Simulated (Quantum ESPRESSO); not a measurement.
## CaCu2O3: parallel and opposed starts

Does CaCu2O3 prefer parallel or opposed moments?

Method: LDA; plane waves with GBRV 1.5 LDA potentials, no spin-orbit coupling, in Quantum ESPRESSO 7.5.

Report form: the programs' logs are mostly left out.

### Step 1. Set-up

The structure is orthorhombic, space group Pmmn (No. 59). Conventional cell: a = 4.110 Å, b = 9.850 Å, c = 3.470 Å, α = 90.00°, β = 90.00°, γ = 90.00°. Nearest to Ca lie 6 O at 2.22 to 2.49 Å. Cu has 4 O at 1.87 to 2.06 Å nearest. O has 3 Cu at 1.88 to 2.06 Å and 2 Ca at 2.35 to 2.49 Å nearest. Nearest to O lie 2 Cu at 1.87 Å and 2 Ca at 2.22 Å. Farther neighbours and most contacts between anions are not listed.

The cell comes from the Crystallography Open Database.

### Step 2. Run 1 (ferro ++++)

The signs are those of the starting moments on the seeded atoms, the atoms that are given a moment.

The input, pw.in:

```
&CONTROL
  calculation = 'scf'
  prefix = 'pwscf'
  outdir = './tmp'
  pseudo_dir = './pseudo'
  disk_io = 'nowf'
/
&SYSTEM
  ibrav = 0
  nat = 12
  ntyp = 3
  ecutwfc = 40
  ecutrho = 280
  nbnd = 85
  occupations = 'smearing'
  smearing = 'fd'
  degauss = 0.00367493
  nspin = 2
  starting_magnetization(1) = 0
  starting_magnetization(2) = 0.0526
  starting_magnetization(3) = 0
/
&ELECTRONS
  conv_thr = 2.4d-08
  electron_maxstep = 150
  mixing_beta = 0.3
/
ATOMIC_SPECIES
Ca     40.0780 ca_lda_v1.uspp.F.UPF
Cu     63.5460 cu_lda_v1.2.uspp.F.UPF
O      15.9990 o_lda_v1.2.uspp.F.UPF
CELL_PARAMETERS angstrom
   4.1100000000    0.0000000000    0.0000000000
   0.0000000000    9.8500000000    0.0000000000
   0.0000000000    0.0000000000    3.4700000000
ATOMIC_POSITIONS crystal
Ca      0.0000000000    0.0000000000    0.6567000000
Ca      0.5000000000    0.5000000000    0.3433000000
Cu      0.5000000000    0.8340000000    0.1534000000
Cu      0.5000000000    0.1660000000    0.1534000000
Cu      0.0000000000    0.3340000000    0.8466000000
Cu      0.0000000000    0.6660000000    0.8466000000
O       0.0000000000    0.8290000000    0.1290000000
O       0.0000000000    0.1710000000    0.1290000000
O       0.5000000000    0.3290000000    0.8710000000
O       0.5000000000    0.6710000000    0.8710000000
O       0.5000000000    0.0000000000    0.4150000000
O       0.0000000000    0.5000000000    0.5850000000
K_POINTS automatic
6 2 6 0 0 0
```

Started as:

```sh
> OMP_NUM_THREADS=1 mpirun -n 4 pw.x -nk 4 -in pw.in > pw.out
```

Elapsed: 2.2 min, on 4 MPI ranks of Arm Neoverse V2, shared host; peak memory 1.2 GiB; 8.9 min of CPU time.

Spin moment in the atom's sphere by atom:

| atom | spin moment in the atom's sphere (μB) |
| --- | --- |
| Ca1 | 0.0000 |
| Ca2 | 0.0000 |
| Cu3 | 0.0000 |
| Cu4 | 0.0000 |
| Cu5 | 0.0000 |
| Cu6 | 0.0000 |
| O7 | 0.0001 |
| O8 | 0.0001 |
| O9 | 0.0001 |
| O10 | 0.0001 |
| O11 | 0.0000 |
| O12 | 0.0000 |

Numbers from this step:

| Property | Result |
| --- | --- |
| smearing term TS | 0.01457 eV |
| magnetization | 0 μB |
| absolute magnetization | 0 μB |
| final state | non-magnetic |

Valence density in the bc plane at fractional x = 0.000, with atoms of Ca and Cu and O within 0.2 Å of it. It is the smooth field of the valence electrons, not physical close to the nuclei.

Values in e/Å³, 5 rows by 16 columns, each cell a mean:
```
 2  0  1  1  5 40  5  0  0  2 33 16  1  1  0  1
 4  1  0  0  1  7  2  3  4  1  6  3  0  0  0  4
 2  0  0  0  0  0  0  2  3  1  0  0  0  0  0  2
 0  0  3  2  0  0  0  0  0  0  0  0  1  3  1  0
 0  1  5  4  1  2  1  0  0  0  2  1  2  6  2  0
```
Columns run along b (9.8 Å), rows up along c (3.5 Å). Atoms in or near the plane, at fractional coordinates: Ca at (0.00, 0.66), Cu at (0.33, 0.85), Cu at (0.67, 0.85), O at (0.83, 0.13), O at (0.17, 0.13), O at (0.50, 0.58).

### Step 3. Start 2: antiferro +−+−

pw.in: that of step 2 with these lines changed.

```diff
@@ -10,6 +10,6 @@
   nat = 12
-  ntyp = 3
+  ntyp = 4
   ecutwfc = 40
   ecutrho = 280
-  nbnd = 85
+  nbnd = 83
   occupations = 'smearing'
@@ -20,3 +20,4 @@
   starting_magnetization(2) = 0.0526
-  starting_magnetization(3) = 0
+  starting_magnetization(3) = -0.0526
+  starting_magnetization(4) = 0
 /
@@ -29,3 +30,4 @@
 Ca     40.0780 ca_lda_v1.uspp.F.UPF
-Cu     63.5460 cu_lda_v1.2.uspp.F.UPF
+Cu1    63.5460 cu_lda_v1.2.uspp.F.UPF
+Cu2    63.5460 cu_lda_v1.2.uspp.F.UPF
 O      15.9990 o_lda_v1.2.uspp.F.UPF
@@ -38,6 +40,6 @@
 Ca      0.5000000000    0.5000000000    0.3433000000
-Cu      0.5000000000    0.8340000000    0.1534000000
-Cu      0.5000000000    0.1660000000    0.1534000000
-Cu      0.0000000000    0.3340000000    0.8466000000
-Cu      0.0000000000    0.6660000000    0.8466000000
+Cu1     0.5000000000    0.8340000000    0.1534000000
+Cu2     0.5000000000    0.1660000000    0.1534000000
+Cu1     0.0000000000    0.3340000000    0.8466000000
+Cu2     0.0000000000    0.6660000000    0.8466000000
 O       0.0000000000    0.8290000000    0.1290000000
```

Wall time 2.4 min (4 MPI ranks); peak memory 1.2 GiB.

The spin moment in the atom's sphere vanishes on all atoms.

This step gave:

```
smearing term TS       : 0.01457 eV
magnetization          : 0 μB
absolute magnetization : 0 μB
final state            : non-magnetic
```

Valence density in the bc plane at fractional x = 0.000, with atoms of Ca and Cu and O within 0.2 Å of it. It is the smooth field of the valence electrons, not physical close to the nuclei.

Values in e/Å³, 5 rows by 16 columns, each cell a mean:
```
 2  0  1  1  5 40  5  0  0  2 33 16  1  1  0  1
 4  1  0  0  1  7  2  3  4  1  6  3  0  0  0  4
 2  0  0  0  0  0  0  2  3  1  0  0  0  0  0  2
 0  0  3  2  0  0  0  0  0  0  0  0  1  3  1  0
 0  1  5  4  1  2  1  0  0  0  2  1  2  6  2  0
```
Columns run along b (9.8 Å), rows up along c (3.5 Å). Atoms in or near the plane, at fractional coordinates: Ca at (0.00, 0.66), Cu at (0.33, 0.85), Cu at (0.67, 0.85), O at (0.83, 0.13), O at (0.17, 0.13), O at (0.50, 0.58).

### Step 4. Run 3 (antiferro ++−−)

pw.in: that of step 3 with these lines changed.

```diff
@@ -41,4 +41,4 @@
 Cu1     0.5000000000    0.8340000000    0.1534000000
-Cu2     0.5000000000    0.1660000000    0.1534000000
-Cu1     0.0000000000    0.3340000000    0.8466000000
+Cu1     0.5000000000    0.1660000000    0.1534000000
+Cu2     0.0000000000    0.3340000000    0.8466000000
 Cu2     0.0000000000    0.6660000000    0.8466000000
```

The job ended after 2.3 min (4 MPI ranks; peak memory 1.2 GiB; 9.2 min of CPU time).

The spin moment in the atom's sphere vanishes on all atoms.

Numbers from this step:

```
smearing term TS       : 0.01457 eV
magnetization          : 0 μB
absolute magnetization : 0 μB
final state            : non-magnetic
```

### Step 5. The states side by side

An order is kept where moments of 0.15 μB or more survive with the typed signs; meshes match where a doubled cell samples the same k points as the first cell.

Orders:

| start | final state | typed order kept | energy over the lowest (meV a seeded atom) | largest site moment (μB) | net moment (μB a cell of the first run) | mesh matched | CPU time (s) |
| --- | --- | --- | --- | --- | --- | --- | --- |
| ferro ++++ | non-magnetic | no | 0.002916 | 0 | 0 | yes | 536.4 |
| antiferro +-+- | non-magnetic | no | 0.002882 | 0 | 0 | yes | 568.3 |
| antiferro ++-- | non-magnetic | no | 0 | 0 | 0 | yes | 551.5 |

### Step 6. Summary of results

| Item | Value |
| --- | --- |
| lowest state found | non-magnetic (from ferro ++++, antiferro +-+- and antiferro ++--) |
| largest site moment | 0 μB |

In words: The lowest state carries no moment, and no start kept one. Only these 3 starts were compared; other wavevectors, canted and longer-period orders were not. No Hubbard term acts here. In such compounds local and semilocal functionals without one often delocalise the d electrons, and can shrink or lose moments and miss the size, sign and order of the couplings.

[Logs and program files are shortened in this print: banners, set-up blocks, solver, clock and traceback lines can be left out without a mark of their own.]

[Logs are printed without paths, hosts, clocks, repeated set-up lines and the standing remarks that a program may print on its own settings, such as how far it seeks lower states.]

[Hosts, paths, dates, database ids (printed as entryN), source tags and the programs' standing remarks are cut or masked in the printed files.]

[Where a cell is said to come from a database of computed structures, the database is the Materials Project.]
